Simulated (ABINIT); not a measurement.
# CdS (Hawleyite): G0W0 with ABINIT, start to end

Aim: the G0W0 gap of CdS (Hawleyite) on PBE, step by step.

Method: PBE and many-body steps on it, plane waves, in ABINIT 10.8.3.

**Experimental background.**

- Gap 2.42 eV: optical gap from inflexion point of photoacoustic spectrum, as-grown film; photoacoustic spectroscopy; film (as-grown chemical bath deposited film, about 0.25 um thick, deposited at 80 C) (“Study of the band--gap shift in CdS films: Influence of thermal annealing in different atmospheres”, 1995, arxiv:cond-mat/9501125).

This is a report of a sequence of runs, with most program output left out.

### 1. Set-up

Symmetry: F-43m, No. 216, cubic system. Conventional cell: a = 5.833 Å, b = 5.833 Å, c = 5.833 Å, α = 90.00°, β = 90.00°, γ = 90.00°. Nearest to Cd lie 4 S at 2.53 Å. S has 4 Cd at 2.53 Å nearest. Farther neighbours and most contacts between anions are not listed.

The cell and positions come from the Crystallography Open Database and are kept as given unless a step says otherwise.

### 2. Ground state

This step: ABINIT 10.8.3; DFT, PBE, plane waves, norm-conserving pseudopotentials.

The ground-state density comes first.

Input file run.abi:

```
acell 3*1.0 Angstrom
rprim 
  -0.000000000000 2.916500000000 2.916500000000
  2.916500000000 -0.000000000000 2.916500000000
  2.916500000000 2.916500000000 -0.000000000000
ntypat 2
znucl 48 16
natom 2
typat 1 2
xred 
  0.000000000000 0.000000000000 0.000000000000
  0.250000000000 0.250000000000 0.250000000000
pp_dirpath "pseudos"
pseudos "Cd.upf, S.upf"
ecut 47
ngkpt 6 6 6
nshiftk 1
shiftk 0 0 0
kptopt 1
chksymbreak 0
nband 18
occopt 1
tolvrs 1e-10
nstep 60
prtwf 0
indata_prefix "in"
outdata_prefix "out"
tmpdata_prefix "tmp"
```

Command:

```sh
> OMP_NUM_THREADS=1 mpirun -n 4 abinit run.abi > log
```

Elapsed: 22 s, on 4 MPI ranks of Arm Neoverse V1, shared host; peak memory 0.4 GiB; 87 s of CPU time.

This step gave:

```
total energy               : -5072.6803 eV
gap                        : 1.145 eV
k of the valence top       : 0, 0, 0
k of the conduction bottom : 0, 0, 0
least direct gap           : 1.145 eV
pressure                   : 2.550 GPa
```

The gap is direct, at Γ.

The cutoff was set for levels, not for stress, so the pressure can be off by some GPa.

### 3. Bands along the symmetry lines

The cheap functional maps the bands first; the places of the edges decide which points the dearer methods must see.

Input file run.abi:

```
acell 3*1.0 Angstrom
rprim 
  -0.000000000000 2.916500000000 2.916500000000
  2.916500000000 -0.000000000000 2.916500000000
  2.916500000000 2.916500000000 -0.000000000000
ntypat 2
znucl 48 16
natom 2
typat 1 2
xred 
  0.000000000000 0.000000000000 0.000000000000
  0.250000000000 0.250000000000 0.250000000000
pp_dirpath "pseudos"
pseudos "Cd.upf, S.upf"
ecut 47
iscf -2
irdden 1
kptopt 0
nkpt 50
kpt 
  0.00000000 0.00000000 0.00000000
  -0.06250000 -0.06250000 0.00000000
  -0.12500000 -0.12500000 0.00000000
  -0.18750000 -0.18750000 0.00000000
  -0.25000000 -0.25000000 0.00000000
  -0.31250000 -0.31250000 0.00000000
  -0.37500000 -0.37500000 0.00000000
  -0.43750000 -0.43750000 0.00000000
  -0.50000000 -0.50000000 0.00000000
  -0.48437500 -0.48437500 0.03125000
  -0.46875000 -0.46875000 0.06250000
  -0.45312500 -0.45312500 0.09375000
  -0.43750000 -0.43750000 0.12500000
  -0.42187500 -0.42187500 0.15625000
  -0.40625000 -0.40625000 0.18750000
  -0.39062500 -0.39062500 0.21875000
  -0.37500000 -0.37500000 0.25000000
  -0.37500000 0.00000000 0.37500000
  -0.32812500 0.00000000 0.32812500
  -0.28125000 0.00000000 0.28125000
  -0.23437500 0.00000000 0.23437500
  -0.18750000 0.00000000 0.18750000
  -0.14062500 0.00000000 0.14062500
  -0.09375000 0.00000000 0.09375000
  -0.04687500 0.00000000 0.04687500
  0.00000000 0.00000000 0.00000000
  0.00000000 0.00000000 0.06250000
  0.00000000 0.00000000 0.12500000
  0.00000000 0.00000000 0.18750000
  0.00000000 0.00000000 0.25000000
  0.00000000 0.00000000 0.31250000
  0.00000000 0.00000000 0.37500000
  0.00000000 0.00000000 0.43750000
  0.00000000 0.00000000 0.50000000
  -0.06250000 -0.03125000 0.46875000
  -0.12500000 -0.06250000 0.43750000
  -0.18750000 -0.09375000 0.40625000
  -0.25000000 -0.12500000 0.37500000
  -0.31250000 -0.15625000 0.34375000
  -0.37500000 -0.18750000 0.31250000
  -0.43750000 -0.21875000 0.28125000
  -0.50000000 -0.25000000 0.25000000
  -0.50000000 -0.28125000 0.21875000
  -0.50000000 -0.31250000 0.18750000
  -0.50000000 -0.34375000 0.15625000
  -0.50000000 -0.37500000 0.12500000
  -0.50000000 -0.40625000 0.09375000
  -0.50000000 -0.43750000 0.06250000
  -0.50000000 -0.46875000 0.03125000
  -0.50000000 -0.50000000 0.00000000
istwfk *1
nband 23
nbdbuf 5
tolwfr 1e-07
nstep 50
prtwf 0
prtvol 0
indata_prefix "in"
outdata_prefix "out"
tmpdata_prefix "tmp"
```

Run time: 29 s. Hardware: 4 MPI ranks; peak memory 0.36 GiB; 1.9 min of CPU time.

Numbers from this step:

```yaml
gap: 1.145 eV
k_of_the_valence_top: 0, 0, 0
k_of_the_conduction_bottom: 0, 0, 0
least_direct_gap: 1.145 eV
```

The gap is 1.145 eV, as in the run before at this level.

Electronic bands along the path, in eV, zero at the top of the highest filled band:

```tsv
point	band 10	band 11	band 12	band 13	band 14	band 15	band 16	band 17
Γ	-7.24	0.00	0.00	0.00	1.14	6.53	6.53	6.53
halfway	-7.20	-2.31	-1.02	-1.02	3.59	4.82	8.12	8.12
X	-6.80	-3.95	-1.88	-1.88	3.56	4.35	9.20	10.77
halfway	-6.74	-3.94	-2.15	-1.78	3.85	4.66	8.94	10.01
U	-6.67	-3.93	-2.53	-1.52	4.24	5.45	8.48	9.01
jump to K	-6.67	-3.93	-2.53	-1.52	4.24	5.45	8.48	9.01
halfway	-7.19	-2.75	-1.36	-0.42	3.61	6.10	6.75	7.27
Γ	-7.24	0.00	0.00	0.00	1.14	6.53	6.53	6.53
halfway	-7.24	-2.49	-0.40	-0.40	2.78	6.28	7.03	7.03
L	-6.86	-4.39	-0.75	-0.75	3.01	7.00	7.00	7.46
halfway	-6.75	-4.11	-1.93	-1.22	4.38	5.81	7.21	8.35
W	-6.61	-3.89	-2.26	-2.18	5.42	5.43	7.23	8.04
halfway	-6.70	-3.92	-2.08	-2.03	4.26	4.83	8.67	8.94
X	-6.80	-3.95	-1.88	-1.88	3.56	4.35	9.20	10.77
```

### 4. Empty states on the mesh, 4×4×4 mesh, 667 bands

The sums over transitions need many empty states on a uniform mesh; this step solves for them.

Input file run.abi:

```
acell 3*1.0 Angstrom
rprim 
  -0.000000000000 2.916500000000 2.916500000000
  2.916500000000 -0.000000000000 2.916500000000
  2.916500000000 2.916500000000 -0.000000000000
ntypat 2
znucl 48 16
natom 2
typat 1 2
xred 
  0.000000000000 0.000000000000 0.000000000000
  0.250000000000 0.250000000000 0.250000000000
pp_dirpath "pseudos"
pseudos "Cd.upf, S.upf"
ecut 47
ngkpt 4 4 4
nshiftk 1
shiftk 0 0 0
kptopt 1
chksymbreak 0
iscf -2
irdden 1
istwfk *1
nband 667
nbdbuf 60
tolwfr 1e-09
nstep 60
prtvol 0
indata_prefix "in"
outdata_prefix "out"
tmpdata_prefix "tmp"
```

Run time: 16 min. Hardware: 4 MPI ranks; peak memory 0.81 GiB; 63 min of CPU time.

This step gave:

- gap: 1.145 eV
- k of the valence top: 0, 0, 0
- k of the conduction bottom: 0, 0, 0
- least direct gap: 1.145 eV
- k points computed: 8
- lowest point of the top converged band, above the valence top: 291.5920 eV

On this mesh the gap is 1.145 eV.

### 5. Screening, 4×4×4 mesh, 422 bands, screening to 466.9 eV

The RPA dielectric matrix is built and inverted for each q.

This step: RPA screening on PBE, plane waves, norm-conserving pseudopotentials.

run.abi, as its differences from that of step 4:

```diff
@@ -20,10 +20,11 @@
 chksymbreak 0
-iscf -2
-irdden 1
 istwfk *1
-nband 667
-nbdbuf 60
-tolwfr 1e-09
-nstep 60
-prtvol 0
+occopt 1
+irdwfk 1
+optdriver 3
+nband 422
+ecuteps 17.16
+inclvkb 2
+awtr 1
+symchi 1
 indata_prefix "in"
```

Wall time 21 min (4 MPI ranks); peak memory 4.6 GiB.

This step gave:

| Quantity | Value |
| --- | --- |
| ε∞ with local fields, on this mesh, along the program's q direction | 11.05 |
| the same without local fields | 11.78 |
| plasma frequency | 26.88 eV |
| plane waves in the screening matrix | 1139 |

Local fields lower ε∞ by 6 %. On a Γ-centred mesh this coarse the value itself is usually too large, while a short band sum pulls it down.

### 6. Self-energy, 4×4×4 mesh, 422 bands, screening to 466.9 eV

The self-energy is evaluated for the states that the input lists, and the levels follow from it, in one-shot runs by the linearised quasiparticle equation.

This step: G0W0 on PBE, plane waves, norm-conserving pseudopotentials.

run.abi, as its differences from that of step 5:

```diff
@@ -23,8 +23,19 @@
 irdwfk 1
-optdriver 3
+optdriver 4
 nband 422
+gwcalctyp 0
+ecutsigx 47
+symsigma 1
+nkptgw 3
+kptgw 
+  0.0000000000 0.0000000000 0.0000000000
+  0.5000000000 0.0000000000 0.0000000000
+  0.5000000000 0.5000000000 0.0000000000
+bdgw 
+  11 17
+  12 16
+  12 15
 ecuteps 17.16
-inclvkb 2
-awtr 1
-symchi 1
+irdscr 1
+ppmodel 1
 indata_prefix "in"
```

Wall time 18 min (4 MPI ranks); peak memory 6.6 GiB; 72 min of CPU time.

This step gave:

* G0W0 gap on the points computed: 2.193 eV
* starting gap on the mesh: 1.145 eV
* k of the valence top: 0, 0, 0
* k of the conduction bottom: 0, 0, 0
* Z at the valence top: 0.78
* Z at the conduction bottom: 0.812
* least direct G0W0 gap on the computed points: 2.193 eV

The gap on the mesh goes from 1.14 eV to 2.19 eV, a correction of +1.05 eV.

Limits: finite bands, cutoff and mesh; no spin-orbit coupling; coarse k mesh. v1 is the top filled band, c1 the lowest empty one. The levels before and after the correction (eV, zero at the valence-band top of each column):

```tsv
	conduction bottom	valence top
Kohn-Sham	1.14	0.00
G0W0	2.19	0.00
```

```tsv
	level	energy (eV)
Kohn-Sham	Γ v3-v1	0.000
Kohn-Sham	Γ c1	1.145
Kohn-Sham	Γ c2-c4	6.531
G0W0	Γ v3-v1	0.000
G0W0	Γ c1	2.193
G0W0	Γ c2-c4	7.834
```

### 7. Where the time went

Times are wall times on 4 MPI ranks of Arm Neoverse V1, shared host, good to a factor of about two.

```tsv
step	time	share	memory (GiB)
ground state	22 s	1 %	0.4
bands along the symmetry lines	29 s	1 %	0.36
empty states on the mesh	16 min	29 %	0.81
screening	21 min	37 %	4.6
self-energy	18 min	33 %	6.6
```

### 8. Results

```
PBE gap              : 1.14 eV, direct
G0W0 gap on the mesh : 2.19 eV
GW settings          : 4×4×4 mesh, 422 bands, screening to 466.9 eV, Godby-Needs plasmon pole
known limits         : not at the basis limit; no spin-orbit coupling; coarse k mesh
```

What this shows: G0W0 moves the gap on the mesh from 1.14 eV to 2.19 eV (+1.05 eV), with Z of 0.78 and 0.81 at the edges. Local fields lower the RPA ε∞ on this mesh from 11.78 to 11.05; a Γ-centred mesh this coarse tends to raise both, most where the direct gap is narrow, while a short band sum lowers them. Only 3 of the mesh's irreducible points were corrected, so a valley elsewhere could overtake. Against experiment, by G0W0@PBE: the gap of 2.19 eV lies −0.23 eV from the measured 2.42 eV (optical, 1995). An exciton line or allowed optical edge lies below the quasiparticle gap by the binding energy; a forbidden edge can push the onset above it. The calculation has static nuclei and no excitons; a measured gap holds zero-point and thermal motion, which mostly lowers it. Bands and cutoff are finite, so the gap is not at the basis limit. The miss can reach some tenths of an eV and take either sign; the mesh is an error of its own. In the G0W0 run levels were corrected at 3 k points alone, so a gap called «on the mesh» is the least over those, and an edge elsewhere would be missed. The 4×4×4 mesh is coarse for this cell, which bears on the long-range parts of exchange and screening. The many-body steps are scalar-relativistic: spin-orbit coupling is not in them.

[Paths, hosts, dates, memory and timing lines, banners, echoed tables and standing remarks are left out of the program output.]

[Logs are printed without paths, hosts, clocks, repeated set-up lines and the standing remarks that a program may print on its own settings, such as how far it seeks lower states.]

[Runs of the session that timed out or met a known fault of the program may be left out.]

[Hosts, paths, dates, database ids (printed as entryN), source tags and the programs' standing remarks are cut or masked in the printed files.]

[G0W0 gaps are taken among the corrected bands and points alone; a level outside them can change the order at an edge.]

[Where Ansatz stands beside ABINIT at settings called matched, ABINIT's density can come from a denser mesh and the files from another edition; pairs whose starting gaps differed by over 0.03 eV were left out, so agreement reads better than it is.]
